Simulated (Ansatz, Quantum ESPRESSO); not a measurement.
# Ballistic transmission: 1 layers of Ni in Li(100), on the host's sites, part 3 of 4

Wanted: the transmission near the Fermi level and the conductance of this junction: 1 layers of Ni in Li(100), on the host's sites.

Quantum ESPRESSO 7.5; plane-wave DFT, LDA, GBRV ultrasoft pseudopotentials; cross-check by Ansatz 0.2.0 with PAW datasets.

So far. Step 2 (Self-consistent run): The run needed 61 iterations to bring the estimated error under 1e-07 Ry; the largest force on any atom, held or free, is 0.39 eV/Å. The starting moments died out. Step 3 (The open system, spin up): At no point does T exceed the number of channels.

### Step 6. The open system, spin up, with ewind = 6.0 and epsproj = 1e-07

Level of this step: transmission by pwcond, lead and junction from one cell; plane-wave DFT, LDA, GBRV ultrasoft pseudopotentials (Quantum ESPRESSO).

How much does a setting matter? One run is repeated with a change.

The input, cond_up.w.in:

```
&inputcond
  outdir = './out'
  prefixt = 'scf'
  tran_file = 'cond_up.w.dat'
  bdl = 2.0000000000
  bds = 8.7678506308
  ikind = 1
  ewind = 6.0
  epsproj = 1e-07
  nz1 = 7
  iofspin = 1
  energy0 = 0.4
  denergy = -0.4
/
15
  0.00000000 0.00000000 0.01562500
  0.00000000 0.12500000 0.06250000
  0.00000000 0.25000000 0.06250000
  0.00000000 0.37500000 0.06250000
  0.00000000 0.50000000 0.03125000
  0.12500000 0.12500000 0.06250000
  0.12500000 0.25000000 0.12500000
  0.12500000 0.37500000 0.12500000
  0.12500000 0.50000000 0.06250000
  0.25000000 0.25000000 0.06250000
  0.25000000 0.37500000 0.12500000
  0.25000000 0.50000000 0.06250000
  0.37500000 0.37500000 0.06250000
  0.37500000 0.50000000 0.06250000
  0.50000000 0.50000000 0.01562500
3
```

Run with:

```
OMP_NUM_THREADS=1 mpirun -n 2 pwcond.x -in cond_up.w.in > cond_up.w.out
```

Log:

```text
[banner, memory and clock lines left out]
Program PWCOND v.7.5 starts
[citation notice left out]

[...]
./out/scf.save/

     IMPORTANT: XC functional enforced from input :
     Exchange-correlation= PZ
                           (   1   1   0   0   0   0   0)
     Any further DFT definition will be discarded
     Please, verify this is what you really want

     Check: negative core charge=   -0.000003
     Reading collected, re-writing distributed wavefunctions

===== INPUT FILE containing all the regions =====

     GEOMETRY:

     lattice parameter (alat)  =       6.5007  a.u.
     the volume                =    2408.6022 (a.u.)^3
     the cross section         =      42.2586 (a.u.)^2
     l of the unit cell        =       8.7679 (alat)
     number of atoms/cell      =           18
     number of atomic types    =            2

     crystal axes: (cart. coord. in units of alat)
               a(1) = (  1.0000  0.0000  0.0000 )
               a(2) = (  0.0000  1.0000  0.0000 )
               a(3) = (  0.0000  0.0000  8.7679 )

   Cartesian axes

     site n.     atom                  positions (alat units)
          1        Li     tau(  1)=(  0.0000  0.0000  8.7679  )
          2        Li     tau(  2)=(  0.5000  0.5000  0.5000  )
          3        Li     tau(  3)=(  0.0000  0.0000  1.0000  )
          4        Li     tau(  4)=(  0.5000  0.5000  1.5000  )
          5        Li     tau(  5)=(  0.0000  0.0000  2.0000  )
          6        Li     tau(  6)=(  0.5000  0.5000  2.5000  )
          7        Li     tau(  7)=(  0.0000  0.0000  3.0000  )
          8        Li     tau(  8)=(  0.5000  0.5000  3.5000  )
          9        Ni     tau(  9)=(  0.0000  0.0000  3.8839  )
         10        Li     tau( 10)=(  0.5000  0.5000  4.2679  )
         11        Li     tau( 11)=(  0.0000  0.0000  4.7679  )
         12        Li     tau( 12)=(  0.5000  0.5000  5.2679  )
         13        Li     tau( 13)=(  0.0000  0.0000  5.7679  )
         14        Li     tau( 14)=(  0.5000  0.5000  6.2679  )
         15        Li     tau( 15)=(  0.0000  0.0000  6.7679  )
         16        Li     tau( 16)=(  0.5000  0.5000  7.2679  )
         17        Li     tau( 17)=(  0.0000  0.0000  7.7679  )
         18        Li     tau( 18)=(  0.5000  0.5000  8.2679  )

     nr1s                      =           27
     nr2s                      =           27
     nr3s                      =          240
     nr1sx                     =           27
     nr2sx                     =           27
     nr3sx                     =          240
     nr1                       =           30
     nr2                       =           30
     nr3                       =          270
     nr1x                      =           30
     nr2x                      =           30
     nr3x                      =          270

 _______________________________
  Radii of nonlocal spheres:

     type       ibeta     ang. mom.          radius (alat units)
       Li         1         0                    0.3102
       Li         2         0                    0.3102
       Li         3         0                    0.3102
       Li         4         1                    0.3102
       Li         5         1                    0.3102
       Ni         1         0                    0.2406
       Ni         2         0                    0.2406
       Ni         3         1                    0.2406
       Ni         4         1                    0.2406
       Ni         5         2                    0.2406
       Ni         6         2                    0.2406
----- General information -----

--- T calc. with identical leads (ikind=1) ---

         LSDA calculations, spin index =     1

     nrx                       =           27
     nry                       =           27
     nz1                       =            7

     energy0               =         4.0E-01
     denergy               =        -4.0E-01
     nenergy               =          3
     ecut2d                =         4.0E+01
     ewind                 =         6.0E+00
     epsproj               =         1.0E-07

     number of k_|| points=   15
                       cryst. coord.
        k(    1) = (   0.0000000   0.0000000), wk =   0.0156250
        k(    2) = (   0.0000000   0.1250000), wk =   0.0625000
[...]
k(   15) = (   0.5000000   0.5000000), wk =   0.0156250
----- Information about left/right lead -----

     nocros                   =            9
     noins                    =           27
     norb                     =           45
     norbf                    =          144
     nrz                      =           55

      iorb      type   ibeta   ang. mom.   m       position (alat)
        1        1       1        0        1   taunew(   1)=(  0.0000  0.0000  0.0000)
        2        1       2        0        1   taunew(   2)=(  0.0000  0.0000  0.0000)
[...]
45        1       5        1        3   taunew(  45)=(  0.0000  0.0000  2.0000)
    k slab    z(k)  z(k+1)     crossing(iorb=1,norb)
    1   0.0000 0.0364 0.0364   111111111000000000000000000000000000000000000
    2   0.0364 0.0727 0.0364   111111111000000000000000000000000000000000000
[...]
55   1.9636 2.0000 0.0364   000000000000000000000000000000000000111111111
----- Information about scattering region -----

     noins                    =          126
     norb                     =          144
     norbf                    =          144
     nrz                      =          185

      iorb      type   ibeta   ang. mom.   m       position (alat)
        1        1       1        0        1   taunew(   1)=(  0.0000  0.0000 -0.0000)
        2        1       2        0        1   taunew(   2)=(  0.0000  0.0000 -0.0000)
[...]
144        1       5        1        3   taunew( 144)=(  0.0000  0.0000  6.7679)
 ngper, shell number =          137          22
 ngper, n2d =          137         112
---  E-Ef =    0.4000000  k =    0.0000000   0.0000000
---  ie =          1  ik =          1
 Nchannels of the left tip =            1
 Right moving states:
   k1(2pi/a)   k2(2pi/a)   E-Ef (eV)
   0.2752073   0.0000019   0.4000000
 Left moving states:
   k1(2pi/a)   k2(2pi/a)   E-Ef (eV)
  -0.2752073   0.0000019   0.4000000

 to transmit
 Band j to band i transmissions and reflections:
    j         i     |T_ij|^2    |R_ij|^2

    1 -->     1     0.94955     0.05045
   Total T_j, R_j =    0.94955  0.05045

          E-Ef(ev), T =    0.4000000   0.9495493
---  E-Ef =    0.0000000  k =    0.0000000   0.0000000
---  ie =          2  ik =          1
 Nchannels of the left tip =            1
 Right moving states:
   k1(2pi/a)   k2(2pi/a)   E-Ef (eV)
   0.2097672   0.0000021   0.0000000
 Left moving states:
   k1(2pi/a)   k2(2pi/a)   E-Ef (eV)
  -0.2097672   0.0000021   0.0000000

 to transmit
 Band j to band i transmissions and reflections:
    j         i     |T_ij|^2    |R_ij|^2

    1 -->     1     0.92438     0.07562
   Total T_j, R_j =    0.92438  0.07562

          E-Ef(ev), T =    0.0000000   0.9243802
---  E-Ef =   -0.4000000  k =    0.0000000   0.0000000
---  ie =          3  ik =          1
 Nchannels of the left tip =            1
 Right moving states:
   k1(2pi/a)   k2(2pi/a)   E-Ef (eV)
   0.1403206   0.0000023  -0.4000000
 Left moving states:
   k1(2pi/a)   k2(2pi/a)   E-Ef (eV)
  -0.1403206   0.0000023  -0.4000000

 to transmit
 Band j to band i transmissions and reflections:
    j         i     |T_ij|^2    |R_ij|^2

    1 -->     1     0.84642     0.15358
   Total T_j, R_j =    0.84642  0.15358

          E-Ef(ev), T =   -0.4000000   0.8464181
 ngper, shell number =          137          68
 ngper, n2d =          137         113
[... further energies and points left out ...]
---  E-Ef =    0.4000000  k =    0.5000000   0.5000000
---  ie =          1  ik =         15
 Nchannels of the left tip =            2
 Right moving states:
   k1(2pi/a)   k2(2pi/a)   E-Ef (eV)
   0.2367425  -0.0000003   0.4000000
   0.2367425  -0.0000003   0.4000000
 Left moving states:
   k1(2pi/a)   k2(2pi/a)   E-Ef (eV)
  -0.2367425  -0.0000003   0.4000000
  -0.2367425  -0.0000003   0.4000000

 to transmit
 Band j to band i transmissions and reflections:
    j         i     |T_ij|^2    |R_ij|^2

    1 -->     1     0.75073     0.24846
    1 -->     2     0.00000     0.00081
   Total T_j, R_j =    0.75073  0.24927

    2 -->     1     0.00000     0.00081
    2 -->     2     0.75073     0.24846
   Total T_j, R_j =    0.75073  0.24927

          E-Ef(ev), T =    0.4000000   1.5014633
---  E-Ef =    0.0000000  k =    0.5000000   0.5000000
---  ie =          2  ik =         15
 Nchannels of the left tip =            0
 Right moving states:
   k1(2pi/a)   k2(2pi/a)   E-Ef (eV)
 Left moving states:
   k1(2pi/a)   k2(2pi/a)   E-Ef (eV)

 to transmit
          E-Ef(ev), T =    0.0000000   0.0000000
---  E-Ef =   -0.4000000  k =    0.5000000   0.5000000
---  ie =          3  ik =         15
 Nchannels of the left tip =            0
 Right moving states:
   k1(2pi/a)   k2(2pi/a)   E-Ef (eV)
 Left moving states:
   k1(2pi/a)   k2(2pi/a)   E-Ef (eV)

 to transmit
          E-Ef(ev), T =   -0.4000000   0.0000000
   T_tot     0.40000      0.81323E+00
   T_tot     0.00000      0.77624E+00
   T_tot    -0.40000      0.50405E+00

[...]
```

Run time: 6.7 min. Hardware: 2 MPI ranks of Arm Neoverse N1, shared host; peak memory 0.23 GiB; 13 min of CPU time.

Beside the run it was changed from:

```
                                quantity  this run  unchanged run  difference
transmission at the Fermi level, spin up    0.7762         0.7676      0.0086
                           wall time (s)       404            122
```

Over all energies T moves by up to 0.0086, at 0 eV.

The physical values in this table move by up to 1.1 %.

[end of part 3 of 4]

[Logs are printed without paths, hosts, clocks, repeated set-up lines and the standing remarks that a program may print on its own settings, such as how far it seeks lower states.]

[Hosts, paths, dates, database ids (printed as entryN), source tags and the programs' standing remarks are cut or masked in the printed files.]

[Maps of the electrostatic potential energy from Ansatz leave out the sawtooth potential of an applied field or a dipole correction, so their vacuum need not be flat; planar profiles and work functions include it.]
